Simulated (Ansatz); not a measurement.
# Rb2LiVO4 (Cmc2_1): the r2SCAN gap against the wavefunction cutoff

How far can the wavefunction cutoff be lowered for the gap of Rb2LiVO4 (Cmc2_1)?

Method: DFT, r2SCAN, plane waves, PAW; PAW set soft_1, in Ansatz 0.2.0.

This is a report of a sequence of runs, with most program output left out.

## 1. The structure

It takes space group Cmc2_1 (No. 36, orthorhombic). The conventional cell has a = 5.879 Å, b = 11.701 Å, c = 7.933 Å, α = 90.00°, β = 90.00°, γ = 90.00°. Rb has 10 O at 2.88 to 3.57 Å and 3 Li at 3.18 to 3.60 Å and 1 V at 3.49 Å nearest. Rb has 8 O at 2.89 to 3.24 Å and 1 Li at 3.11 Å nearest. Nearest to Li lie 4 O at 1.89 to 2.06 Å. Nearest to V lie 4 O at 1.71 to 1.72 Å. Nearest to O lie 1 V at 1.72 Å and 1 Li at 1.89 Å and 5 Rb at 3.02 to 3.57 Å. Nearest to O lie 1 V at 1.71 Å and 1 Li at 2.06 Å and 4 Rb at 2.88 to 3.06 Å. Farther neighbours and most contacts between anions are not listed.

Coordinates:

```cif
data_structure
_symmetry_space_group_name_H-M 'P 1'
_symmetry_Int_Tables_number 1
_cell_length_a 6.5474
_cell_length_b 6.5474
_cell_length_c 7.9330
_cell_angle_alpha 90.000
_cell_angle_beta 90.000
_cell_angle_gamma 126.647
_cell_volume 272.86
loop_
_atom_site_label
_atom_site_type_symbol
_atom_site_fract_x
_atom_site_fract_y
_atom_site_fract_z
_atom_site_occupancy
Rb1 Rb 0.60500 0.39500 0.94880 1
Rb2 Rb 0.39500 0.60500 0.44880 1
Rb3 Rb 0.06170 0.93830 0.59320 1
Rb4 Rb 0.93830 0.06170 0.09320 1
Li5 Li 0.19890 0.80110 0.17160 1
Li6 Li 0.80110 0.19890 0.67160 1
V7 V 0.69050 0.30950 0.38940 1
V8 V 0.30950 0.69050 0.88940 1
O9 O 0.40870 0.11910 0.28170 1
O10 O 0.59130 0.88090 0.78170 1
O11 O 0.88090 0.59130 0.28170 1
O12 O 0.11910 0.40870 0.78170 1
O13 O 0.63400 0.36600 0.58870 1
O14 O 0.36600 0.63400 0.08870 1
O15 O 0.83500 0.16500 0.42360 1
O16 O 0.16500 0.83500 0.92360 1
```

The cell and positions come from the Crystallography Open Database and are kept as given unless a step says otherwise.

## 2. Wavefunction cutoff: 220 eV

Input file input.yaml:

```yaml
crystal:
  lattice:
    - [2.9395, -5.8505, 0.0]
    - [2.9395, 5.8505, 0.0]
    - [0.0, 0.0, 7.933]
  atoms:
    - { symbol: Rb, position: [0.605, 0.395, 0.9488] }
    - { symbol: Rb, position: [0.395, 0.605, 0.4488] }
    - { symbol: Rb, position: [0.0617, 0.9383, 0.5932] }
    - { symbol: Rb, position: [0.9383, 0.0617, 0.0932] }
    - { symbol: Li, position: [0.1989, 0.8011, 0.1716] }
    - { symbol: Li, position: [0.8011, 0.1989, 0.6716] }
    - { symbol: V, position: [0.6905, 0.3095, 0.3894] }
    - { symbol: V, position: [0.3095, 0.6905, 0.8894] }
    - { symbol: O, position: [0.4087, 0.1191, 0.2817] }
    - { symbol: O, position: [0.5913, 0.8809, 0.7817] }
    - { symbol: O, position: [0.8809, 0.5913, 0.2817] }
    - { symbol: O, position: [0.1191, 0.4087, 0.7817] }
    - { symbol: O, position: [0.634, 0.366, 0.5887] }
    - { symbol: O, position: [0.366, 0.634, 0.0887] }
    - { symbol: O, position: [0.835, 0.165, 0.4236] }
    - { symbol: O, position: [0.165, 0.835, 0.9236] }
kpoints:
  mp_grid: { grid: [4, 4, 4] }
  band_path:
    path:
      - [0.0, 0.0, 0.0]
      - [-0.5, 0.5, 0.0]
      - [-0.68688959, 0.31311041, 0.0]
      - [-0.31311041, -0.31311041, 0.0]
      - [0.0, 0.0, -0.5]
      - [-0.31311041, -0.31311041, -0.5]
      - [-0.68688959, 0.31311041, -0.5]
      - [-0.5, 0.5, -0.5]
      - [-0.5, 0.0, 0.0]
    npoints: 1
hamiltonian:
  xc: r2scan
  pseudopotentials: { kind: paw, azcp: { folder: soft_1 } }
scf:
  occupations: { method: fermi_dirac, width: 0.02 }
  n_extra_bands: 9
  max_iter: 80
output:
  eigenvalues: true
  forces: true
  stress: true
basis:
  ecutwfc: 220.0
```

Started as:

```bash
$ ansatz run input.yaml --threads 24 --pin off --max-ram 82944MiB --backend cuda --events-out ev --progress --plain --runs-dir out --devices 1 --max-vram 78GiB
```

The job ended after 1.7 s (1 × NVIDIA GB200 (shared by 2 runs) with 24 threads of Arm Neoverse V2, shared host; peak memory 1 GiB).

Numbers from this step:

| Quantity | Value |
| --- | --- |
| pressure | 2.309 GPa |
| gap | 4.578 eV |
| valence top at | Y |
| conduction bottom at | k = (-0.500, 0.000, 0.000) |
| least direct gap | 4.722 eV |

The gap is indirect, with the least direct gap 0.14 eV higher.

## 3. Wavefunction cutoff: 350 eV

input.yaml, as its differences from that of step 2:

```diff
@@ -40,3 +40,3 @@
 scf:
-  occupations: { method: fermi_dirac, width: 0.02 }
+  occupations: { method: fixed }
   n_extra_bands: 9
@@ -48,2 +48,2 @@
 basis:
-  ecutwfc: 220.0
+  ecutwfc: 350.0
```

It took 1.7 s on 1 × NVIDIA GB200 (shared by 2 runs) with 24 threads; peak memory 1.2 GiB.

This step gave:

```
pressure             : -0.5588 GPa
gap                  : 4.359 eV
valence top at       : Y
conduction bottom at : k = (-0.500, 0.000, 0.000)
least direct gap     : 4.433 eV
```

The gap is 4.359 eV, −0.218 eV from the run before at this level.

## 4. Wavefunction cutoff: 500 eV (the default)

input.yaml, the sections that differ from step 3:

```yaml
kpoints:
  mp_grid: { grid: [4, 4, 4] }
  band_path:
    path:
      - [[0.0, 0.0, 0.0], [-0.5, 0.5, 0.0], [-0.68688959, 0.31311041, 0.0]]
      - [[-0.31311041, -0.31311041, 0.0], [0.0, 0.0, 0.0], [0.0, 0.0, -0.5], [-0.31311041, -0.31311041, -0.5]]
      - [[-0.68688959, 0.31311041, -0.5], [-0.5, 0.5, -0.5], [-0.5, 0.5, 0.0]]
      - [[0.0, 0.0, 0.0], [-0.5, 0.0, 0.0], [-0.5, 0.0, -0.5], [0.0, 0.0, -0.5], [-0.5, 0.5, -0.5]]
    npoints: 10
scf:
  occupations: { method: fermi_dirac, width: 0.02 }
  n_extra_bands: 9
# crystal, hamiltonian, output: as in step 3
# basis: removed
```

Run time: 3.1 s. Hardware: 1 × NVIDIA GB200 (shared by 2 runs) with 24 threads; peak memory 1.3 GiB; 17 s of CPU time.

Numbers from this step:

```yaml
pressure: -0.6051 GPa
gap: 4.354 eV
valence_top_at: Y
conduction_bottom_at: S
least_direct_gap: 4.427 eV
```

The gap is 4.354 eV, −0.006 eV from the run before at this level.

## 5. Wavefunction cutoff: 750 eV

input.yaml, the sections that differ from step 4:

```yaml
kpoints:
  mp_grid: { grid: [4, 4, 4] }
  band_path:
    path:
      - [0.0, 0.0, 0.0]
      - [-0.5, 0.5, 0.0]
      - [-0.68688959, 0.31311041, 0.0]
      - [-0.31311041, -0.31311041, 0.0]
      - [0.0, 0.0, -0.5]
      - [-0.31311041, -0.31311041, -0.5]
      - [-0.68688959, 0.31311041, -0.5]
      - [-0.5, 0.5, -0.5]
      - [-0.5, 0.0, 0.0]
    npoints: 1
scf:
  occupations: { method: fixed }
  n_extra_bands: 9
  max_iter: 80
basis:
  ecutwfc: 750.0
# crystal, hamiltonian, output: as in step 4
```

Run time: 2.4 s. Hardware: 1 × NVIDIA GB200 (shared by 2 runs) with 24 threads; peak memory 1.7 GiB; 16 s of CPU time.

This step gave:

```yaml
pressure: -0.6200 GPa
gap: 4.353 eV
valence_top_at: Y
conduction_bottom_at: k = (-0.500, 0.000, 0.000)
least_direct_gap: 4.426 eV
```

The gap is 4.353 eV, −0.001 eV from the run before at this level.

## 6. The series

Differences are against the last row; a negative gap means that bands overlap, and a run with a band path holds that path's time. Times are wall times on 1 × NVIDIA GB200 (shared by 2 runs) with 24 threads of Arm Neoverse V2, shared host, good to a factor of about two.

```
wavefunction cutoff  gap (eV)  direct gap (eV)  gap error (eV)  energy error (meV/atom)  irreducible k   time
             220 eV     4.578            4.722          +0.225                  +1872.7             21  1.7 s
             350 eV     4.359            4.433          +0.007                    +31.5             21  1.7 s
             500 eV     4.354            4.427          +0.001                     +2.9             21  3.1 s
             750 eV     4.353            4.426          +0.000                     +0.0             21  2.4 s
```

## 7. What came out

* 220 eV: 4.578 eV
* 350 eV: 4.359 eV
* 500 eV: 4.354 eV
* 750 eV: 4.353 eV

**Reading.** The gap holds to 0.02 eV from 350 eV on. At 220 eV the gap is off by +0.225 eV and the energy by +1873 meV/atom. The runs have no spin polarisation. For a closed low-spin shell that is the natural state; where a d or f shell is open it is a constraint, and the gap is then not the crystal's own.

[Paths, hosts, dates, memory and timing lines, banners, echoed tables and standing remarks are left out of the program output.]

[Logs are printed without paths, hosts, clocks, repeated set-up lines and the standing remarks that a program may print on its own settings, such as how far it seeks lower states.]

[Runs of the session that timed out or met a known fault of the program may be left out.]

[Cells called generated may have been cut or substituted from an entry of the Crystallography Open Database or the Materials Project.]

[Hosts, paths, dates, database ids (printed as entryN), source tags and the programs' standing remarks are cut or masked in the printed files.]
